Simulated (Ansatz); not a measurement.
Planning a run of Ansatz 0.2.0 on As (buckled honeycomb monolayer). The input:

```yaml
crystal:
  lattice:
    - [3.5443329079, 0.0, 0.0]
    - [-1.7721664539, 3.0694823377, 0.0]
    - [0.0, 0.0, 26.0]
  atoms:
    - { symbol: As, position: [0.3333333333, 0.6666666667, 0.4732851741] }
    - { symbol: As, position: [0.6666666667, 0.3333333333, 0.5267148259] }
  periodic: [true, true, false]
kpoints:
  mp_grid: { grid: [6, 6, 1] }
hamiltonian:
  xc: pbesol
  pseudopotentials: { kind: paw, azcp: { folder: soft_1 }, xc_functional: pbe }
scf:
  occupations: { method: fixed }
gw:
  n_empty_bands: 254
  ecut_chi: 54.0
  qp_bands: [v2, c2]
  qp_kpoints: band_edges
  screening: { model: godby_needs }
```

```sh
ansatz run input.yaml --threads 4 --pin off --max-ram 17510MiB --backend cpu --events-out ev --progress --plain --runs-dir out
```

**Question.** How long will it take on 4 threads of Arm Neoverse V1, shared host, and how much memory?

It took 51 s; on shared hardware allow 26 s to 1.7 min. Peak host memory was 1.3 GiB. The sizes that set the cost: 5469 plane waves a state, 7 irreducible k points, 269 bands summed, 259 plane waves in the screening and 7 SCF cycles.

The screening grows as filled bands × empty bands × pairs of k points, times the square of the screening basis for the matrix.

[Long decimals in the printed logs are rounded to 6 places.]

[Logs are printed without paths, hosts, clocks, repeated set-up lines and the standing remarks that a program may print on its own settings, such as how far it seeks lower states.]

[Paths, hosts, dates, memory and timing lines, banners, echoed tables and standing remarks are left out of the program output; an Ansatz launch command may be rebuilt from the run's recorded settings. Measured values are a selection of at most five: reports struck by readers or far from the other reports are left out. None is set beside runs whose start may be inverted or whose files or cutoffs have a known fault.]

[Runs of the session that timed out or met a known fault of the program may be left out.]

[Cells called generated may have been cut or substituted from an entry of the Crystallography Open Database or the Materials Project.]

[Hosts, paths, dates, database ids (printed as entryN), source tags and the programs' standing remarks are cut or masked in the printed files.]

[Where the starting crystal was built by hand or by swapping elements, it need not be the compound's stable phase.]
